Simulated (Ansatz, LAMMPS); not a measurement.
# Squeezing and shearing glassy 55SiO2-24Al2O3-11BaO-11CaO (mol %) (124 atoms)

Aim: relax glassy 55SiO2-24Al2O3-11BaO-11CaO (mol %) (124 atoms), then change its volume and shape to read moduli from the stress.

Calculated with Ansatz 0.2.0; Kohn-Sham DFT, PBE, PAW (set soft_2), plane waves.

**1. The structure**

The cell holds 124 atoms: 21 Si, 18 Al, 4 Ba, 4 Ca and 77 O. Its edges and angles: a = 11.746 Å, b = 11.746 Å, c = 11.746 Å, α = 90.0°, β = 90.0°, γ = 90.0°. 124 atoms (21 Si, 18 Al, 4 Ba, 4 Ca, 77 O) placed at random at 2.93 g/cm³, melted at 4000 K for 10 ps at fixed volume with the Morse and Coulomb pair potential with partial charges (Pedone, Malavasi, Menziani, Cormack and Segre, J. Phys. Chem. B 110, 11780 (2006)). Quenched from 4000 K to 300 K at 60 K/ps and fixed volume, held 10 ps at zero pressure.

Limits known from the start: The quench rate of 60 K/ps far exceeds what a furnace or splat quench reaches, so expect more defects and frozen-in strain than in a real sample. The starting topology of bonds comes from the classical model, and needn't be the one that DFT or experiment would give. The Brillouin zone is sampled at Γ only. No spin–orbit coupling is included, so levels derived from the heavy atoms are approximate.

**2. Single point at the start**

A single point comes first, to see the forces before anything moves.

input.yaml

```yaml
crystal:
  lattice:
    - [11.74621, 0.0, 0.0]
    - [0.0, 11.74621, 0.0]
    - [0.0, 0.0, 11.74621]
  atoms:
    - { symbol: Si, position: [0.46012, 0.77016, 0.89984] }
    - { symbol: Si, position: [0.32723, 0.32635, 0.84156] }
    - { symbol: Si, position: [0.22503, 0.34716, 0.18994] }
    - { symbol: Si, position: [0.44413, 0.15903, 0.37466] }
    - { symbol: Si, position: [0.04218, 0.46523, 0.03876] }
    - { symbol: Si, position: [0.3455, 0.98795, 0.80468] }
    - { symbol: Si, position: [0.73792, 0.98508, 0.89947] }
    - { symbol: Si, position: [0.4989, 0.50327, 0.52351] }
    - { symbol: Si, position: [0.33058, 0.78771, 0.48685] }
    - { symbol: Si, position: [0.42226, 0.93998, 0.20938] }
    - { symbol: Si, position: [0.02537, 0.11496, 0.49544] }
    - { symbol: Si, position: [0.66431, 0.92345, 0.32397] }
    - { symbol: Si, position: [0.24621, 0.7386, 0.15652] }
    - { symbol: Si, position: [0.76301, 0.19783, 0.73212] }
    - { symbol: Si, position: [0.50202, 0.07344, 0.99208] }
    - { symbol: Si, position: [0.10082, 0.12, 0.16116] }
    - { symbol: Si, position: [0.53563, 0.33721, 0.71811] }
    - { symbol: Si, position: [0.01573, 0.80821, 0.27209] }
    - { symbol: Si, position: [0.73404, 0.6187, 0.56694] }
    - { symbol: Si, position: [0.14191, 0.71678, 0.66656] }
    - { symbol: Si, position: [0.80254, 0.69276, 0.33373] }
    - { symbol: Al, position: [0.18212, 0.44419, 0.67823] }
    - { symbol: Al, position: [0.48747, 0.27807, 0.14983] }
    - { symbol: Al, position: [0.22911, 0.01026, 0.35517] }
    - { symbol: Al, position: [0.49189, 0.97827, 0.57579] }
    - { symbol: Al, position: [0.41612, 0.60402, 0.29735] }
    - { symbol: Al, position: [0.8964, 0.02835, 0.24858] }
    - { symbol: Al, position: [0.7318, 0.99994, 0.56838] }
    - { symbol: Al, position: [0.98531, 0.29657, 0.82891] }
    - { symbol: Al, position: [0.31286, 0.38806, 0.42718] }
    - { symbol: Al, position: [0.66181, 0.82777, 0.72345] }
    - { symbol: Al, position: [0.87353, 0.46976, 0.25767] }
    [... 86 atom lines left out ...]
    - { symbol: O, position: [0.36692, 0.04843, 0.30333] }
    - { symbol: O, position: [0.7701, 0.13951, 0.61783] }
    - { symbol: O, position: [0.44988, 0.00923, 0.09704] }
    - { symbol: O, position: [0.35259, 0.25073, 0.40819] }
    - { symbol: O, position: [0.95101, 0.89484, 0.19206] }
    - { symbol: O, position: [0.29175, 0.45417, 0.78401] }
kpoints:
  mp_grid: { grid: [1, 1, 1] }
hamiltonian:
  xc: pbe
scf:
  occupations: { method: gaussian, width: 0.05 }
output:
  forces: true
```

On the command line:

```sh
> ansatz run input.yaml --threads 4 --pin off --max-ram 8192MiB --backend cpu --events-out ev --progress --plain --runs-dir out
```

Numbers of over 12 decimals in the logs are rounded to 6 here.

What it wrote:

```text
Engine: ansatz 0.2.0, x86_64-unknown-linux-gnu
Pseudopotentials: kind: paw
Pseudopotential: Si, paw, valence charge 4, recommended cutoff 420 eV (normal), Si.paw.azcp
Pseudopotential: Al, paw, valence charge 3, recommended cutoff 420 eV (normal), Al.paw.azcp
Pseudopotential: Ba, paw, valence charge 10, recommended cutoff 420 eV (normal), Ba.paw.azcp
Pseudopotential: Ca, paw, valence charge 10, recommended cutoff 420 eV (normal), Ca.paw.azcp
Pseudopotential: O, paw, valence charge 6, recommended cutoff 420 eV (normal), O.paw.azcp
Functional definition: PBE
  parameter kappa = 0.804
  parameter beta = 0.066725
  exchange = pbe_x(kappa = kappa, mu = beta*pi^2/3)
  correlation = pbe_c(beta = beta)
Crystal: 124 atoms, lattice volume = 1620.665 Å³
Basis set: ecut = 420 eV, 31559 PW (Γ), exchange–correlation on 160×160×160 points (8 copies of the dense FFT grid, shifted against one another)
Bands: 464, of which v1, the nominal top of the filled ones, is band 340 counted from 1 (339 counted from 0)
Symmetry: 1 space group operations
Space group: P1 (ITA 1), of the structure as read, at distance tolerance 1.2e-4 Å
k-points: 1
Non-local potential: Si, projectors of the file, l = 0: 2, l = 1: 2, l = 2: 2
Non-local potential: Al, projectors of the file, l = 0: 2, l = 1: 2, l = 2: 1
Non-local potential: Ba, projectors of the file, l = 0: 3, l = 1: 2, l = 2: 2, l = 3: 2
Non-local potential: Ca, projectors of the file, l = 0: 3, l = 1: 2, l = 2: 2
Non-local potential: O, projectors of the file, l = 0: 2, l = 1: 2, l = 2: 1
PAW form: soft (Blöchl's): semilocal exchange-correlation on the pseudo side does not see the compensation charge
PAW one-centre angular grid: Si, 110 points (default); XC on 64 Gauss nodes
PAW one-centre angular grid: Al, 110 points (default); XC on 64 Gauss nodes
PAW one-centre angular grid: Ba, 194 points (default); XC on 64 Gauss nodes
PAW one-centre angular grid: Ca, 110 points (default); XC on 64 Gauss nodes
PAW one-centre angular grid: O, 110 points (default); XC on 64 Gauss nodes
Initial density: superposition of atomic densities (neutral atoms: chi_scale 0, normalization atom), corrected by the library's trained network
Initial wavefunctions: pseudopotential atomic-orbital guess
Functional: x = pbe(κ = 0.804, μ = 0.219515), c = pbe(β = 0.066725)
SCF iter   1: F=—  HF=-97935.186429 eV  |F-HF|=—  |Δ(HF+E_count)|=         —  Δρ=2.04e-3  dr2=8.75e-2  ethr=1.77e-3  ⟨swp⟩=7.0  Hψ=2373  notcnv=0  defer=95
preconditioner: auto → Resta (q_TF=auto, 2.361 Å⁻¹)  ε∞=3.4  [insulator: Δε(μ)=3.163 eV  Ē_g=15.251 eV  σ=0.050 eV  W_gap=1.00  n_scr=364 (ndim 8)  ℏωp=23.8 eV  f_vac=0.084  D(μ)=0.00/eV (n_scr^D=0)  ε∞_Penn≈3.4]
SCF iter   2: F=—  HF=-97935.198671 eV  |F-HF|=—  |Δ(HF+E_count)|=   1.22e-2  Δρ=1.07e-3  dr2=2.23e-2  ethr=1.29e-5  ⟨swp⟩=2.0  Hψ=781  notcnv=0  defer=104
SCF iter   3: F=—  HF=-97935.202851 eV  |F-HF|=—  |Δ(HF+E_count)|=   4.18e-3  Δρ=5.30e-4  dr2=6.04e-3  ethr=3.27e-6  ⟨swp⟩=2.0  Hψ=596  notcnv=0  defer=34
automatic band count: iteration 3 solves 394 bands in place of 464: the levels show a gap, and the empty bands left out lie too high to hold charge; the band table lists the bands solved (type scf.n_extra_bands for more)
SCF iter   4: F=—  HF=-97935.202857 eV  |F-HF|=—  |Δ(HF+E_count)|=   5.29e-6  Δρ=1.67e-4  dr2=5.38e-4  ethr=8.89e-7  ⟨swp⟩=2.0  Hψ=596  notcnv=0  defer=34
SCF iter   5: F=—  HF=-97935.202935 eV  |F-HF|=—  |Δ(HF+E_count)|=   7.84e-5  Δρ=1.13e-4  dr2=1.88e-4  ethr=7.91e-8  ⟨swp⟩=2.0  Hψ=596  notcnv=0  defer=34
SCF iter   6: F=—  HF=-97935.202918 eV  |F-HF|=—  |Δ(HF+E_count)|=   1.74e-5  Δρ=3.29e-5  dr2=1.81e-5  ethr=2.76e-8  ⟨swp⟩=2.0  Hψ=596  notcnv=0  defer=34
SCF iter   7: F=—  HF=-97935.202583 eV  |F-HF|=—  |Δ(HF+E_count)|=   3.35e-4  Δρ=1.30e-5  dr2=2.47e-6  ethr=2.66e-9  ⟨swp⟩=2.0  Hψ=734  notcnv=0  defer=46
SCF iter   8: F=—  HF=-97935.202584 eV  |F-HF|=—  |Δ(HF+E_count)|=   1.68e-6  Δρ=7.31e-6  dr2=7.59e-7  ethr=3.64e-10  ⟨swp⟩=2.0  Hψ=650  notcnv=0  defer=46
SCF iter   9: F=-97935.202585 eV  HF=-97935.202585 eV  |F-HF|=2.40e-8  |Δ(HF+E_count)|=   2.57e-7  Δρ=1.77e-6  dr2=4.94e-8  ethr=1.47e-11  ⟨swp⟩=2.0  Hψ=1388  notcnv=0
SCF 1 converged in 9 iterations: F = -97935.202585 eV  dr2 = 4.94e-8
  greatest PAW one-centre occupation: 0.995 electrons in one spin orbital (limit 2), on the Ca atom at site 44 (counted from 0), in its partial waves of l = 0
SCF converged after 9 iterations
Free energy (F): -97935.202585 eV
Harris-Foulkes:  -97935.202585 eV  (|F-HF|=2.40e-8)
Internal energy: -97935.202585 eV  (E = F + TS)
E sigma→0 (E₀):  -97935.202585 eV
Fermi energy:    6.818263 eV
--- Per-component energies (eV) ---
  E_band       = -2467.873483
  E_kinetic    = 16990.191456
  E_local      = -41212.969176  (includes V_loc(G=0)·N_el)
  E_nonlocal   = 4887.099827
  E_hartree    = 15167.096055
  E_xc         = -8873.160305
  E_vxc        = -10105.200079  (∫ρ·V_xc dr)
  E_paw        = -55771.610115  (= ΣΔE_a)
  E_vpaw       = -3361.377864  (= ΣTr[D̂ρ^β])
  E_aug_tail   = 0.196631  (compensation charges beyond the density's cutoff)
  E_ewald      = -29122.046957
  E_smearing   = -0.000000  (= −TS)
  E_closure    = -0.000000  (closes the sum)
  Σ components = -97935.202585   (vs F -97935.202585, Δ=0.00e0)
--- Forces (eV/Å), atoms counted from 1 ---
  atom   1  Si     2.47742255    -2.99764416     3.23524694
  atom   2  Si    -0.34748347    -0.14359064     0.80404595
  atom   3  Si    -0.34445879    -2.22449855     0.35645328
  atom   4  Si    -2.04354851    -2.87748422    -0.60967659
  atom   5  Si    -0.07492446     1.28364045     0.09938463
  atom   6  Si    -1.21732411     0.44377983     1.26227848
  atom   7  Si    -0.32890617     1.91987211     0.53985398
  atom   8  Si     0.46403692    -0.56905300     3.20364329
  atom   9  Si     2.10630361     2.95459683     0.23382925
  atom  10  Si    -0.17051670     2.11116435     0.75138258
  atom  11  Si    -1.09276227    -1.76692125    -1.36627495
  atom  12  Si     0.36149871     0.05149191     0.22749433
  atom  13  Si     0.40300201     2.43539802    -1.08604126
  atom  14  Si    -0.17927718     2.48424793     3.34686291
[...]
atom 123  O     -1.30614495     0.83053872    -2.17547017
  atom 124  O     -1.94752963    -0.76140780    -0.35029785
  max |Σ_I F_I| component: 8.59e-5 eV/Å
```

Run time: 7.1 s. Hardware: 4 threads of AMD EPYC 9R45, shared host; peak memory 2.4 GiB.

Reading the cycles: dr2 is the Hartree energy of the density residual (eV), the measure of convergence; HF is the Harris–Foulkes estimate of the energy, which meets the free energy F at convergence.

The r.m.s. force at the start is 1.2 eV/Å.

**3. Cell and atoms relaxed**

Cell and atoms are freed together, to release stress as well as forces.

input.yaml

```yaml
crystal:
  lattice:
    - [11.74621, 0.0, 0.0]
    - [0.0, 11.74621, 0.0]
    - [0.0, 0.0, 11.74621]
  atoms:
    [... the 124 atom lines of step 2 ...]
kpoints:
  mp_grid: { grid: [1, 1, 1] }
hamiltonian:
  xc: pbe
scf:
  occupations: { method: gaussian, width: 0.05 }
output:
  forces: true
relax:
  f_tol: 0.05
  max_steps: 150
  cell: {}
```

What it wrote:

```text
[...]
Crystal: 124 atoms, lattice volume = 1620.665 Å³
Basis set: ecut = 420 eV, 31559 PW (Γ), exchange–correlation on 160×160×160 points (8 copies of the dense FFT grid, shifted against one another)
Bands: 464, of which v1, the nominal top of the filled ones, is band 340 counted from 1 (339 counted from 0)
Symmetry: 1 space group operations
[...]
k-points: 1
[...]
SCF iter   1: F=—  HF=-97935.186429 eV  |F-HF|=—  |Δ(HF+E_count)|=         —  Δρ=2.04e-3  dr2=8.75e-2  ethr=1.77e-3  ⟨swp⟩=7.0  Hψ=2373  notcnv=0  defer=95
[...]
SCF iter   9: F=-97935.202585 eV  HF=-97935.202585 eV  |F-HF|=2.40e-8  |Δ(HF+E_count)|=   2.59e-7  Δρ=1.75e-6  dr2=4.83e-8  ethr=1.47e-11  ⟨swp⟩=2.0  Hψ=1458  notcnv=0
SCF 1 converged in 9 iterations: F = -97935.202585 eV  dr2 = 4.83e-8
[...]
relax step   1: F+E_penalty+E_count = -97935.20258459 eV  Δ(F+E_penalty+E_count) = +0.000e0 eV  max|allowed force component| = 4.659e0 eV/Å  Δτ_max = 0.0000 Å  P = +8.191 GPa  Ω = 1620.665 Å³  (9 SCF iters, dr2 threshold 1.00e-7 eV, accepted)
[... from here on, the SCF cycles and remarks between the steps are left out ...]
relax step   2: F+E_penalty+E_count = -97940.68945143 eV  Δ(F+E_penalty+E_count) = -5.487e0 eV  max|allowed force component| = 2.723e0 eV/Å  Δτ_max = 0.1950 Å  P = +4.170 GPa  Ω = 1649.857 Å³  energy of the carried Pulay correction = -1.034e-1 eV  (8 SCF iters, dr2 threshold 1.24e-5 eV, accepted)
relax step   3: F+E_penalty+E_count = -97943.97199750 eV  Δ(F+E_penalty+E_count) = -3.283e0 eV  max|allowed force component| = 7.851e-1 eV/Å  Δτ_max = 0.1956 Å  P = -0.452 GPa  Ω = 1683.506 Å³  energy of the carried Pulay correction = -2.203e-1 eV  (8 SCF iters, dr2 threshold 1.24e-5 eV, accepted)
relax step   4: F+E_penalty+E_count = -97944.86941220 eV  Δ(F+E_penalty+E_count) = -8.974e-1 eV  max|allowed force component| = 4.799e-1 eV/Å  Δτ_max = 0.2000 Å  P = -0.204 GPa  Ω = 1675.691 Å³  energy of the carried Pulay correction = -1.934e-1 eV  (7 SCF iters, dr2 threshold 1.24e-5 eV, accepted)
relax step   5: F+E_penalty+E_count = -97945.26873121 eV  Δ(F+E_penalty+E_count) = -3.993e-1 eV  max|allowed force component| = 3.581e-1 eV/Å  Δτ_max = 0.1243 Å  P = -0.059 GPa  Ω = 1670.556 Å³  energy of the carried Pulay correction = -1.756e-1 eV  (7 SCF iters, dr2 threshold 1.24e-5 eV, accepted)
relax step   6: F+E_penalty+E_count = -97945.49054775 eV  Δ(F+E_penalty+E_count) = -2.218e-1 eV  max|allowed force component| = 2.987e-1 eV/Å  Δτ_max = 0.2000 Å  P = -0.033 GPa  Ω = 1671.247 Å³  energy of the carried Pulay correction = -1.780e-1 eV  (7 SCF iters, dr2 threshold 8.01e-6 eV, accepted)
relax step   7: F+E_penalty+E_count = -97945.57502872 eV  Δ(F+E_penalty+E_count) = -8.448e-2 eV  max|allowed force component| = 2.374e-1 eV/Å  Δτ_max = 0.0719 Å  P = +0.011 GPa  Ω = 1671.158 Å³  energy of the carried Pulay correction = -1.777e-1 eV  (7 SCF iters, dr2 threshold 5.58e-6 eV, accepted)
relax step   8: F+E_penalty+E_count = -97945.65555671 eV  Δ(F+E_penalty+E_count) = -8.053e-2 eV  max|allowed force component| = 3.115e-1 eV/Å  Δτ_max = 0.2000 Å  P = +0.004 GPa  Ω = 1670.960 Å³  energy of the carried Pulay correction = -1.770e-1 eV  (8 SCF iters, dr2 threshold 3.52e-6 eV, accepted)
relax step   9: F+E_penalty+E_count = -97945.72352910 eV  Δ(F+E_penalty+E_count) = -6.797e-2 eV  max|allowed force component| = 1.676e-1 eV/Å  Δτ_max = 0.0535 Å  P = -0.020 GPa  Ω = 1670.878 Å³  energy of the carried Pulay correction = -1.767e-1 eV  (7 SCF iters, dr2 threshold 6.06e-6 eV, accepted)
relax step  10: F+E_penalty+E_count = -97945.74512577 eV  Δ(F+E_penalty+E_count) = -2.160e-2 eV  max|allowed force component| = 2.357e-1 eV/Å  Δτ_max = 0.2000 Å  P = +0.157 GPa  Ω = 1664.549 Å³  energy of the carried Pulay correction = -1.547e-1 eV  (9 SCF iters, dr2 threshold 1.76e-6 eV, rejected (line search))
relax step  11: F+E_penalty+E_count = -97945.77592212 eV  Δ(F+E_penalty+E_count) = -5.239e-2 eV  max|allowed force component| = 1.392e-1 eV/Å  Δτ_max = 0.0966 Å  P = +0.008 GPa  Ω = 1669.509 Å³  energy of the carried Pulay correction = -1.720e-1 eV  (12 SCF iters, accepted)
relax step  12: F+E_penalty+E_count = -97945.77379297 eV  Δ(F+E_penalty+E_count) = +2.129e-3 eV  max|allowed force component| = 2.110e-1 eV/Å  Δτ_max = 0.0991 Å  P = -0.047 GPa  Ω = 1667.880 Å³  energy of the carried Pulay correction = -1.663e-1 eV  (8 SCF iters, dr2 threshold 1.21e-6 eV, rejected (line search))
relax step  13: F+E_penalty+E_count = -97945.80089493 eV  Δ(F+E_penalty+E_count) = -2.497e-2 eV  max|allowed force component| = 5.707e-2 eV/Å  Δτ_max = 0.0496 Å  P = -0.012 GPa  Ω = 1668.721 Å³  energy of the carried Pulay correction = -1.692e-1 eV  (12 SCF iters, accepted)
relax step  14: F+E_penalty+E_count = -97945.80528941 eV  Δ(F+E_penalty+E_count) = -4.394e-3 eV  max|allowed force component| = 8.813e-2 eV/Å  Δτ_max = 0.0399 Å  P = -0.034 GPa  Ω = 1668.603 Å³  energy of the carried Pulay correction = -1.688e-1 eV  (8 SCF iters, dr2 threshold 2.04e-7 eV, accepted)
relax step  15: F+E_penalty+E_count = -97945.81199269 eV  Δ(F+E_penalty+E_count) = -6.703e-3 eV  max|allowed force component| = 9.649e-2 eV/Å  Δτ_max = 0.0750 Å  P = -0.031 GPa  Ω = 1669.499 Å³  energy of the carried Pulay correction = -1.719e-1 eV  (7 SCF iters, dr2 threshold 4.85e-7 eV, accepted)
relax step  16: F+E_penalty+E_count = -97945.81970254 eV  Δ(F+E_penalty+E_count) = -7.710e-3 eV  max|allowed force component| = 9.152e-2 eV/Å  Δτ_max = 0.0322 Å  P = +0.013 GPa  Ω = 1669.155 Å³  energy of the carried Pulay correction = -1.707e-1 eV  (7 SCF iters, dr2 threshold 5.82e-7 eV, accepted)
relax step  17: F+E_penalty+E_count = -97945.81982222 eV  Δ(F+E_penalty+E_count) = -1.197e-4 eV  max|allowed force component| = 1.574e-1 eV/Å  Δτ_max = 0.1688 Å  P = -0.074 GPa  Ω = 1670.418 Å³  energy of the carried Pulay correction = -1.751e-1 eV  (9 SCF iters, dr2 threshold 5.23e-7 eV, accepted)
relax step  18: F+E_penalty+E_count = -97945.83586580 eV  Δ(F+E_penalty+E_count) = -1.604e-2 eV  max|allowed force component| = 6.202e-2 eV/Å  Δτ_max = 0.0683 Å  P = -0.019 GPa  Ω = 1669.187 Å³  energy of the carried Pulay correction = -1.709e-1 eV  (7 SCF iters, dr2 threshold 1.55e-6 eV, accepted)
relax step  19: F+E_penalty+E_count = -97945.83905478 eV  Δ(F+E_penalty+E_count) = -3.189e-3 eV  max|allowed force component| = 5.780e-2 eV/Å  Δτ_max = 0.0178 Å  P = -0.013 GPa  Ω = 1668.957 Å³  energy of the carried Pulay correction = -1.701e-1 eV  (7 SCF iters, dr2 threshold 2.40e-7 eV, accepted)
relax step  20: F+E_penalty+E_count = -97945.84307121 eV  Δ(F+E_penalty+E_count) = -4.016e-3 eV  max|allowed force component| = 3.708e-2 eV/Å  Δτ_max = 0.0308 Å  P = -0.014 GPa  Ω = 1668.785 Å³  energy of the carried Pulay correction = -1.695e-1 eV  (7 SCF iters, dr2 threshold 2.09e-7 eV, accepted)
relax step  21: F+E_penalty+E_count = -97946.07955089 eV  Δ(F+E_penalty+E_count) = -2.365e-1 eV  max|allowed force component| = 3.734e-2 eV/Å  Δτ_max = 0.0000 Å  P = +0.224 GPa  Ω = 1668.785 Å³  stress off target by 3.56e-1 GPa  SCF on the basis re-selected at this cell (its energy is not comparable with the rows above)  (7 SCF iters)
relax step  22: F+E_penalty+E_count = -97946.07026069 eV  Δ(F+E_penalty+E_count) = +9.290e-3 eV  max|allowed force component| = 4.628e-2 eV/Å  Δτ_max = 0.0218 Å  P = -0.026 GPa  Ω = 1673.208 Å³  energy of the carried Pulay correction = -1.525e-2 eV  (7 SCF iters, dr2 threshold 3.18e-7 eV, accepted)
relax step  23: F+E_penalty+E_count = -97946.08797164 eV  Δ(F+E_penalty+E_count) = -1.771e-2 eV  max|allowed force component| = 4.628e-2 eV/Å  Δτ_max = 0.0000 Å  P = -0.019 GPa  Ω = 1673.208 Å³  stress off target by 3.75e-2 GPa  SCF on the basis re-selected at this cell (its energy is not comparable with the rows above)  (6 SCF iters)
[...]
SCF converged after 6 iterations
Free energy (F): -97946.087972 eV
[...]
Internal energy: -97946.087972 eV  (E = F + TS)
E sigma→0 (E₀):  -97946.087972 eV
Fermi energy:    6.248115 eV
[...]
--- Forces (eV/Å), atoms counted from 1 ---
  atom   1  Si    -0.00235331    -0.00576048     0.00763894
  atom   2  Si    -0.00737203     0.00165058    -0.03519888
  atom   3  Si    -0.01380482     0.02093067    -0.01237936
  atom   4  Si     0.00161879    -0.01582142     0.00677101
  atom   5  Si    -0.04628463     0.00600237     0.00369695
  atom   6  Si    -0.00377884    -0.00337712    -0.00568657
  atom   7  Si    -0.01620606    -0.00189467    -0.00791927
  atom   8  Si     0.00712148     0.00820377     0.01490730
  atom   9  Si    -0.00698967    -0.02396789    -0.00271104
  atom  10  Si     0.00226609     0.00361969     0.00203937
  atom  11  Si     0.00705773    -0.01082055     0.00233571
  atom  12  Si    -0.00303996    -0.01831274     0.00493269
  atom  13  Si    -0.01100476    -0.00603780     0.01855342
  atom  14  Si    -0.00925899     0.00527921     0.00339656
[...]
atom 123  O      0.00595979     0.01911456     0.00320497
  atom 124  O     -0.00392216    -0.00474932     0.00937129
  max |Σ_I F_I| component: 2.32e-4 eV/Å
--- Stress (GPa, compression-positive) ---
       -0.022751       0.009544       0.014483
        0.009536      -0.013941       0.001875
        0.014477       0.001877      -0.020187
  P = ⅓ Tr σ = -0.0190 GPa (-0.190 kbar)
--- Relaxed structure (21 steps of the walk, 19 accepted, 2 SCFs on fresh bases) ---
  F+E_penalty+E_count = -97946.08797164 eV   max|allowed force component| = 4.628e-2 eV/Å   (the final SCF, on the basis selected at the relaxed cell)
  cell:  # Å, volume = 1673.2080 Å³
    - [11.735689, 0.094890, 0.051936]
    - [0.094890, 12.008079, -0.040888]
    - [0.051936, -0.040888, 11.874331]
  atoms:
    - { symbol: Si, position: [0.484666, 0.765071, 0.894669] }
    - { symbol: Si, position: [0.334532, 0.341299, 0.837904] }
    - { symbol: Si, position: [0.219479, 0.339661, 0.188090] }
    - { symbol: Si, position: [0.435004, 0.147834, 0.385207] }
[...]
- { symbol: O, position: [0.288101, 0.462736, 0.770611] }
```

Wall time 2.7 min (4 threads); peak memory 2.5 GiB.

The relaxation converged after 21 steps, with a largest force component of 0.046 eV/Å.

(Part 1 of 3 ends here.)

[Logs are printed without paths, hosts, clocks, repeated set-up lines and the standing remarks that a program may print on its own settings, such as how far it seeks lower states.]

[Hosts, paths, dates, database ids (printed as entryN), source tags and the programs' standing remarks are cut or masked in the printed files.]
